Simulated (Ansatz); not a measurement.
# Convergence of a linear-scaling basis for H-capped Ge nanowire along [112] (40 atoms)

Aim: test how closely localised support functions follow the reference on H-capped Ge nanowire along [112] (40 atoms), and at what cost. A setting counts as converged where the r.m.s. difference of forces stays under 1 % of the r.m.s. force.

Main program and level: Ansatz 0.2.0; Kohn-Sham DFT, PBE, PAW (set soft_2), plane waves.

## 1. Set-up

The cell holds 40 atoms: 16 Ge and 24 H. Cell: a = 16.499 Å, b = 19.143 Å, c = 13.859 Å, α = 90.0°, β = 90.0°, γ = 90.0°. It derives from Ge (diamond-structure). Diamond section of size parameter 3.53 Å cut from diamond-structure Ge (a = 5.658 Å) along [112], 2 periods, broken bonds capped with H, 12 Å of vacuum. Regions: wire, 16 atoms (16 Ge); hydrogen, 24 atoms (24 H). Vacuum lies along a and b. The structure repeats along c.

Limits known from the start: Beside vacuum, support functions can miss their usual error bounds without a warning. Sampling is at Γ alone, for a cell whose periodic width is 14 Å.

## 2. Plane-wave single point

The first run fixes the reference, at a cutoff of 420 eV.

Input file input.yaml:

```yaml
crystal:
  lattice:
    - [16.49888, 0.0, 0.0]
    - [0.0, 19.14331, 0.0]
    - [0.0, 0.0, 13.85921]
  atoms:
    - { symbol: Ge, position: [0.43979, 0.39104, 0.00281] }
    - { symbol: Ge, position: [0.43811, 0.43659, 0.16699] }
    - { symbol: Ge, position: [0.43823, 0.5634, 0.16744] }
    - { symbol: Ge, position: [0.4401, 0.60524, 0.33326] }
    - { symbol: Ge, position: [0.5609, 0.3928, 0.25082] }
    - { symbol: Ge, position: [0.56194, 0.43566, 0.41624] }
    - { symbol: Ge, position: [0.56164, 0.56295, 0.41756] }
    - { symbol: Ge, position: [0.56222, 0.60748, 0.08353] }
    - { symbol: Ge, position: [0.43766, 0.39508, 0.49987] }
    - { symbol: Ge, position: [0.43887, 0.4369, 0.66787] }
    - { symbol: Ge, position: [0.43945, 0.56437, 0.66808] }
    - { symbol: Ge, position: [0.44141, 0.60704, 0.83384] }
    - { symbol: Ge, position: [0.55972, 0.39226, 0.74947] }
    - { symbol: Ge, position: [0.56033, 0.43688, 0.91559] }
    - { symbol: Ge, position: [0.5619, 0.56427, 0.91483] }
    - { symbol: Ge, position: [0.56072, 0.60751, 0.58376] }
    - { symbol: H, position: [0.36052, 0.42083, 0.94705] }
    - { symbol: H, position: [0.4411, 0.31248, 0.00217] }
    - { symbol: H, position: [0.36526, 0.40973, 0.21789] }
    - { symbol: H, position: [0.36665, 0.58931, 0.11385] }
    - { symbol: H, position: [0.36285, 0.57963, 0.38417] }
    - { symbol: H, position: [0.43906, 0.68683, 0.3342] }
    - { symbol: H, position: [0.55906, 0.31283, 0.25134] }
    - { symbol: H, position: [0.63332, 0.42015, 0.19768] }
    - { symbol: H, position: [0.63596, 0.40994, 0.46965] }
    - { symbol: H, position: [0.63471, 0.59045, 0.36712] }
    - { symbol: H, position: [0.63541, 0.58014, 0.13844] }
    - { symbol: H, position: [0.56109, 0.68404, 0.08193] }
    - { symbol: H, position: [0.44038, 0.31378, 0.49904] }
    - { symbol: H, position: [0.36371, 0.42129, 0.4477] }
    - { symbol: H, position: [0.36408, 0.40905, 0.72036] }
    - { symbol: H, position: [0.36371, 0.59218, 0.61649] }
    - { symbol: H, position: [0.43969, 0.68846, 0.8317] }
    - { symbol: H, position: [0.36457, 0.57851, 0.88548] }
    - { symbol: H, position: [0.63754, 0.41756, 0.69897] }
    - { symbol: H, position: [0.56052, 0.31301, 0.75142] }
    - { symbol: H, position: [0.63712, 0.40937, 0.96511] }
    - { symbol: H, position: [0.63512, 0.59079, 0.86377] }
    - { symbol: H, position: [0.56072, 0.68659, 0.5808] }
    - { symbol: H, position: [0.63712, 0.58066, 0.63571] }
kpoints:
  mp_grid: { grid: [1, 1, 1] }
hamiltonian:
  xc: pbe
scf:
  occupations: { method: fixed }
output:
  forces: true
  populations: intrinsic
  dos:
    method: { smearing: { sigma: 0.15 } }
    de: 0.1
    projected:
      site_lists:
        Ge: [Ge]
        H: [H]
        wire: [0, 1, 2, 3, 4, 5, 6, 7, 8, 9, 10, 11, 12, 13, 14, 15]
        hydrogen: [16, 17, 18, 19, 20, 21, 22, 23, 24, 25, 26, 27, 28, 29, 30, 31, 32, 33, 34, 35, 36, 37, 38, 39]
  eigenvalues: true
  write_density: true
  write_potential: true
  volumetric_format: npy
```

The run is started by

```
ansatz run input.yaml --threads 4 --pin off --max-ram 8192MiB --backend cpu --events-out ev --progress --plain --runs-dir out
```

Log:

```text
Engine: ansatz 0.2.0, aarch64-unknown-linux-gnu
Pseudopotentials: kind: paw
Pseudopotential: Ge, paw, valence charge 14, recommended cutoff 420 eV (normal), Ge.paw.azcp
Pseudopotential: H, paw, valence charge 1, recommended cutoff 420 eV (normal), H.paw.azcp
[... 5 lines on functional and potentials left out ...]
Crystal: 40 atoms, lattice volume = 4377.337 Å³
Basis set: ecut = 420 eV, 85535 PW (Γ), exchange–correlation on 240×256×192 points (8 copies of the dense FFT grid, shifted against one another)
Bands: 164, of which v1, the nominal top of the filled ones, is band 124 counted from 1 (123 counted from 0)
Symmetry: 1 space group operations
Space group: P1 (ITA 1), of the structure as read, at distance tolerance 1.6e-4 Å
k-points: 1
[... 5 lines on functional and potentials left out ...]
Initial density: superposition of atomic densities (neutral atoms: chi_scale 0, normalization atom), corrected by the library's trained network
Initial wavefunctions: pseudopotential atomic-orbital guess
Functional: x = pbe(κ = 0.804, μ = 0.219515), c = pbe(β = 0.066725)
SCF iter   1: F=—  HF=-69095.386635 eV  |F-HF|=—  |Δ(HF+E_count)|=         —  Δρ=7.01e-4  dr2=3.09e-2  ethr=1.77e-3  ⟨swp⟩=5.0  Hψ=526  notcnv=0  defer=35
preconditioner: auto → Resta (q_TF=auto, 1.691 Å⁻¹)  ε∞=1.3  [insulator: Δε(μ)=3.862 eV  Ē_g=9.372 eV  n_scr=352 (ndim 8)  ℏωp=5.3 eV  f_vac=0.822  ε∞_Penn≈1.3  vacuum switching on, ρ_ref=6.4e-3 e/Å³]
SCF iter   2: F=—  HF=-69095.395115 eV  |F-HF|=—  |Δ(HF+E_count)|=   8.48e-3  Δρ=3.07e-4  dr2=5.86e-3  ethr=1.25e-5  ⟨swp⟩=3.0  Hψ=231  notcnv=0  defer=38
SCF iter   3: F=—  HF=-69095.405076 eV  |F-HF|=—  |Δ(HF+E_count)|=   9.96e-3  Δρ=7.67e-5  dr2=5.79e-4  ethr=2.36e-6  ⟨swp⟩=3.0  Hψ=176  notcnv=0  defer=38
SCF iter   4: F=—  HF=-69095.405357 eV  |F-HF|=—  |Δ(HF+E_count)|=   2.81e-4  Δρ=2.67e-5  dr2=8.75e-5  ethr=2.33e-7  ⟨swp⟩=3.0  Hψ=244  notcnv=0  defer=38
SCF iter   5: F=—  HF=-69095.405530 eV  |F-HF|=—  |Δ(HF+E_count)|=   1.73e-4  Δρ=8.21e-6  dr2=5.04e-6  ethr=3.53e-8  ⟨swp⟩=2.0  Hψ=170  notcnv=0  defer=37
SCF iter   6: F=—  HF=-69095.405539 eV  |F-HF|=—  |Δ(HF+E_count)|=   9.42e-6  Δρ=3.05e-6  dr2=6.82e-7  ethr=2.03e-9  ⟨swp⟩=2.0  Hψ=253  notcnv=0  defer=37
SCF iter   7: F=-69095.405543 eV  HF=-69095.405542 eV  |F-HF|=9.79e-7  |Δ(HF+E_count)|=   3.13e-6  Δρ=1.06e-6  dr2=7.32e-8  ethr=4.03e-11  ⟨swp⟩=27.0  Hψ=1608  notcnv=0
SCF 1 converged in 7 iterations: F = -69095.405543 eV  dr2 = 7.32e-8
  greatest PAW one-centre occupation: 0.998 electrons in one spin orbital (limit 2), on the Ge atom at site 7 (counted from 0), in its partial waves of l = 2
WARN: The output density's exchange-correlation potential varies sharply where the density is thin. Do not read a vacuum level from v_tot or v_xc, or from such a field of the output density. On a cell that repeats whose density bears no net charge and no dipole along the vacuum's axis use v_es (v_loc + v_h of the components); [...]
SCF converged after 7 iterations
Free energy (F): -69095.405543 eV
Harris-Foulkes:  -69095.405542 eV  (|F-HF|=9.79e-7)
Internal energy: -69095.405543 eV  (E = F + TS)
E sigma→0 (E₀):  -69095.405543 eV
Fermi energy:    -4.631410 eV
--- Per-component energies (eV) ---
  E_band       = -5157.725816
  E_kinetic    = 2095.450592
  E_local      = -141139.039356  (includes V_loc(G=0)·N_el)
  E_nonlocal   = 6754.344739
  E_hartree    = 66743.990940
  E_xc         = -1413.031503
  E_vxc        = -1296.114900  (∫ρ·V_xc dr)
  E_paw        = -32351.163789  (= ΣΔE_a)
  E_vpaw       = -5060.352947  (= ΣTr[D̂ρ^β])
  E_aug_tail   = -0.025750  (compensation charges beyond the density's cutoff)
  E_ewald      = 30214.068584
  E_smearing   = -0.000000  (= −TS)
  E_closure    = -0.000000  (closes the sum)
  Σ components = -69095.405543   (vs F -69095.405543, Δ=0.00e0)
--- Forces (eV/Å), atoms counted from 1 ---
  atom   1  Ge    -0.38920323     1.34194132    -0.60286191
  atom   2  Ge     1.20164921     0.08711663    -0.33506614
  atom   3  Ge     1.39278079    -0.12777233     0.27160957
  atom   4  Ge     0.23068662     0.26222001     0.01509684
  atom   5  Ge    -1.00909800     0.13161101     0.24283248
  atom   6  Ge    -0.84397580     0.15815488    -0.13801647
  atom   7  Ge    -0.97564244    -0.21166960     0.51372282
  atom   8  Ge    -0.78860877    -1.60073938    -0.26064896
  atom   9  Ge     0.98416432    -0.27322986     0.37692410
  atom  10  Ge     0.38326668    -0.05114644    -0.41501683
  atom  11  Ge     0.39330655     0.03959436     0.08699882
  atom  12  Ge    -0.14879839     0.11320989    -0.06806716
  atom  13  Ge    -0.14745275     0.53153887     0.19138743
  atom  14  Ge    -0.47131550    -0.19776427    -0.11296049
[...]
atom  39  H      0.05021424     0.51131885     0.06581724
  atom  40  H      0.07256554     0.04741587     0.08823159
  max |Σ_I F_I| component: 7.88e-5 eV/Å
--- Band table (eV) ---
  k-point 0: bands = ["-27.6955", "-27.6802", "-27.6718", "-27.6689", [... 148 levels ...], "1.3303", "1.4805", "1.4912", "1.5385", "1.5624", "1.5818", "1.6436", "1.6837", "1.7023", "1.7914", "1.8058", "1.8063"]
--- intrinsic populations: 40 sites ---
  site symbol       q [e]
     0     Ge     13.8879
     1     Ge     13.9664
     2     Ge     13.9638
[...]
39      H      1.0530
  spilling = -0.000000 (of n_electrons = 248.000000)
```

Run time: 25 s. Hardware: 4 threads of Arm Neoverse V1, shared host; peak memory 2.8 GiB.

The program notes that the exchange-correlation potential is rough where the density is thin.

Numbers from this run:

| Property | Result |
| --- | --- |
| free energy | -69095.4055 eV |
| free energy per atom | -1727.3851 eV/atom |
| SCF cycles | 7 |
| r.m.s. force component | 0.4845 eV/Å |
| longest force | 1.803 eV/Å |
| Fermi energy | -4.631 eV |
| gap (highest filled to lowest empty level) | 3.86 eV |

The r.m.s. force component of 0.48 eV/Å sets the scale for the differences below.

## 3. Support functions medium

With localised support functions most steps grow linearly with size, though the diagonalisation grows faster unless the density matrix is cut; this run measures error and cost at this size.

This step: Kohn-Sham DFT, PBE, PAW (set soft_2), localised support functions (medium) (Ansatz 0.2.0).

input.yaml, the sections that differ from step 2:

```yaml
scf:
  occupations: { method: fixed }
  eigensolver: { kind: { support_functions: { accuracy: medium } } }
  mixing: { beta: 0.4 }
  max_iter: 150
output:
  forces: true
  eigenvalues: true
# crystal, kpoints, hamiltonian: as in step 2
```

Log:

```text
Warning: scf.eigensolver.kind.support_functions: disabling space-group detection — the functions' gradient is summed over unrotated k-points, so no spatial operation reduces the k-mesh or symmetrises the density; time reversal is kept, so that k and −k are solved as one point where they differ and the mesh holds both, and exact exchange and, on two spinor components, a DFT+U term hold to it where the run has them: [...]
settings of this run that can trade accuracy for cost: scf.eigensolver.kind.support_functions [...]
[...]
Crystal: 40 atoms, lattice volume = 4377.337 Å³
Basis set: ecut = 420 eV, 85535 PW (Γ), exchange–correlation on 240×256×192 points (8 copies of the dense FFT grid, shifted against one another)
Bands: 149, of which v1, the nominal top of the filled ones, is band 124 counted from 1 (123 counted from 0)
Symmetry: 1 space group operations
k-points: 1
[...]
SCF iter   1: F=—  HF=-69090.011274 eV  |F-HF|=—  |Δ(HF+E_count)|=         —  Δρ=2.17e-2  dr2=2.04e1  ethr=1.00e-1
[...]
SCF iter  10: F=—  HF=-69095.481008 eV  |F-HF|=—  |Δ(HF+E_count)|=   9.97e-5  Δρ=4.44e-6  dr2=1.38e-6  ethr=2.80e-9  κ⁻¹=1.4e-7(r=7)
SCF iter  11: F=-69095.481007 eV  HF=-69095.481008 eV  |F-HF|=4.82e-7  |Δ(HF+E_count)|=   1.78e-7  Δρ=1.95e-6  dr2=1.99e-7  ethr=5.57e-10
SCF 1 converged in 11 iterations: F = -69095.481792 eV  dr2 = 1.99e-7
[...]
SCF converged after 11 iterations
Stability not checked: this state was not tested for a lower state beside it, because the mixer in use, unlike msr1, does not test its closes by its own steps (another_mixer; see scf.mixing.algorithm and scf.lower_state_search)
Free energy (F): -69095.481792 eV
[...]
Internal energy: -69095.481792 eV  (E = F + TS)
E sigma→0 (E₀):  -69095.481792 eV
Fermi energy:    -4.631538 eV
[...]
Σ components = -69095.481792   (vs F -69095.481792, Δ=0.00e0)
--- Forces (eV/Å), atoms counted from 1 ---
  atom   1  Ge    -0.39032030     1.33830020    -0.60351384
  atom   2  Ge     1.19866949     0.08575919    -0.33341971
  atom   3  Ge     1.38967369    -0.12638200     0.26983660
  atom   4  Ge     0.22835236     0.26398049     0.01636867
[...]
atom  40  H      0.07023864     0.04818160     0.08700660
  max |Σ_I F_I| component: 9.36e-4 eV/Å
--- Band table (eV) ---
[...]
```

The job ended after 2.2 min (4 threads; peak memory 5.5 GiB).

The program notes that the band table was not solved further than the SCF left it and it switched symmetry off.

Keys that differ from the reference: support_functions.accuracy = "medium", scf.max_iter = 150 and scf.mixing.beta = 0.4.

Forces differ from the reference by 1.9 meV/Å r.m.s., 0.40 % of their size, within a tolerance of 1 %; the energy by -1.9 meV/atom. It took roughly 5.2 times the reference's time (one timing each, with unlike analyses asked), in 11 cycles against 7.

## 4. Support functions low

With localised support functions most steps grow linearly with size, though the diagonalisation grows faster unless the density matrix is cut; this run measures error and cost at this size.

This step: Kohn-Sham DFT, PBE, PAW (set soft_2), localised support functions (low) (Ansatz 0.2.0).

input.yaml, the sections that differ from step 3:

```yaml
scf:
  occupations: { method: fixed }
  eigensolver: { kind: { support_functions: { accuracy: low } } }
  mixing: { beta: 0.4 }
  max_iter: 150
# crystal, kpoints, hamiltonian, output: as in step 3
```

Log:

```text
[...]
Crystal: 40 atoms, lattice volume = 4377.337 Å³
Basis set: ecut = 420 eV, 85535 PW (Γ), exchange–correlation on 240×256×192 points (8 copies of the dense FFT grid, shifted against one another)
Bands: 149, of which v1, the nominal top of the filled ones, is band 124 counted from 1 (123 counted from 0)
Symmetry: 1 space group operations
k-points: 1
[...]
SCF iter   1: F=—  HF=-69090.054784 eV  |F-HF|=—  |Δ(HF+E_count)|=         —  Δρ=2.17e-2  dr2=2.03e1  ethr=1.00e-1
[...]
SCF iter   8: F=—  HF=-69095.480780 eV  |F-HF|=—  |Δ(HF+E_count)|=   3.67e-4  Δρ=3.27e-5  dr2=3.82e-5  ethr=8.05e-8  κ⁻¹=8.6e-7(r=6)
SCF iter   9: F=-69095.480855 eV  HF=-69095.480864 eV  |F-HF|=9.09e-6  |Δ(HF+E_count)|=   8.42e-5  Δρ=1.44e-5  dr2=6.57e-6  ethr=1.54e-8
SCF 1 converged in 9 iterations: F = -69095.481791 eV  dr2 = 6.57e-6
[...]
SCF converged after 9 iterations
[...]
Free energy (F): -69095.481791 eV
[...]
Internal energy: -69095.481791 eV  (E = F + TS)
E sigma→0 (E₀):  -69095.481791 eV
Fermi energy:    -4.632384 eV
[...]
Σ components = -69095.481791   (vs F -69095.481791, Δ=0.00e0)
--- Forces (eV/Å), atoms counted from 1 ---
  atom   1  Ge    -0.39038932     1.33812916    -0.60353684
  atom   2  Ge     1.19853733     0.08553045    -0.33338026
  atom   3  Ge     1.38963314    -0.12615865     0.26978155
  atom   4  Ge     0.22828142     0.26426332     0.01642253
[...]
atom  40  H      0.07003716     0.04823715     0.08686277
  max |Σ_I F_I| component: 1.16e-3 eV/Å
--- Band table (eV) ---
[...]
```

Elapsed: 1.7 min, on 4 threads; peak memory 5 GiB; 6.6 min of CPU time.

Keys that differ from the reference: support_functions.accuracy = "low", scf.max_iter = 150 and scf.mixing.beta = 0.4.

Forces differ from the reference by 2.1 meV/Å r.m.s., 0.42 % of their size, within a tolerance of 1 %; the energy by -1.9 meV/atom. It took roughly 4.1 times the reference's time (one timing each, with unlike analyses asked), in 9 cycles against 7.

## 5. Support functions medium, spacing 0.411 Å

The grid spacing sets how fine a wave the support functions can hold.

This step: Kohn-Sham DFT, PBE, PAW (set soft_2), localised support functions (medium) (Ansatz 0.2.0).

input.yaml, the sections that differ from step 4:

```yaml
scf:
  occupations: { method: fixed }
  eigensolver: { kind: { support_functions: { accuracy: medium, spacing: 0.411 } } }
  mixing: { beta: 0.4 }
  max_iter: 150
# crystal, kpoints, hamiltonian, output: as in step 4
```

Log:

```text
[...]
Crystal: 40 atoms, lattice volume = 4377.337 Å³
Basis set: ecut = 420 eV, 85535 PW (Γ), exchange–correlation on 240×256×192 points (8 copies of the dense FFT grid, shifted against one another)
Bands: 149, of which v1, the nominal top of the filled ones, is band 124 counted from 1 (123 counted from 0)
Symmetry: 1 space group operations
k-points: 1
[...]
SCF iter   1: F=—  HF=-69044.543949 eV  |F-HF|=—  |Δ(HF+E_count)|=         —  Δρ=2.07e-2  dr2=1.96e1  ethr=1.00e-1
[...]
SCF iter  10: F=-69035.833467 eV  HF=-69035.833466 eV  |F-HF|=4.79e-7  |Δ(HF+E_count)|=   2.47e-4  Δρ=3.08e-6  dr2=2.04e-7  ethr=5.08e-10
SCF 1 converged in 10 iterations: F = -69035.834834 eV  dr2 = 2.04e-7
[...]
SCF converged after 10 iterations
[...]
Free energy (F): -69035.834834 eV
[...]
Internal energy: -69035.834834 eV  (E = F + TS)
E sigma→0 (E₀):  -69035.834834 eV
Fermi energy:    -4.610080 eV
[...]
--- Forces (eV/Å), atoms counted from 1 ---
  atom   1  Ge    -0.35387163     3.70085205    -1.18876345
  atom   2  Ge     1.21065952     0.60952558    -0.44365991
  atom   3  Ge     1.39488917    -0.64237007     0.13435933
  atom   4  Ge     0.26246713    -0.44044385    -0.00986979
  atom   5  Ge    -1.00673506     1.81096281     0.08791841
  atom   6  Ge    -0.86520900     1.14023838    -0.08109108
  atom   7  Ge    -0.98692222    -0.51219791     0.34826034
  atom   8  Ge    -0.79664720    -3.34932251    -0.32242193
  atom   9  Ge     0.98808166     0.25466434     0.43794373
  atom  10  Ge     0.41472955     0.32800482    -0.71081007
  atom  11  Ge     0.42423584    -0.96417851    -0.18525517
  atom  12  Ge    -0.10726918    -1.49319167    -0.21554632
  atom  13  Ge    -0.18041359     2.44750032     0.34031518
  atom  14  Ge    -0.49938590     0.18719725     0.08403691
[...]
atom  39  H      0.07534749     0.36031939     0.09929800
  atom  40  H      0.13635519     0.10547303     0.10492331
  max |Σ_I F_I| component: 1.21e0 eV/Å
--- Band table (eV) ---
[...]
```

Run time: 33 s. Hardware: 4 threads; peak memory 2.4 GiB; 2 min of CPU time.

The program notes that the forces don't sum to zero within tolerance and the grid leaves an egg-box force.

Forces differ from the reference by 472 meV/Å r.m.s., 97 % of their size, far over a tolerance of 1 %; the energy by +1489 meV/atom and the gap by -0.066 eV. The setting is coarser than the default on purpose.

(Continued in part 2 of 3.)

[Long decimals in the printed logs are rounded to 6 places.]

[Logs are printed without paths, hosts, clocks, repeated set-up lines and the standing remarks that a program may print on its own settings, such as how far it seeks lower states.]

[Hosts, paths, dates, database ids (printed as entryN), source tags and the programs' standing remarks are cut or masked in the printed files.]
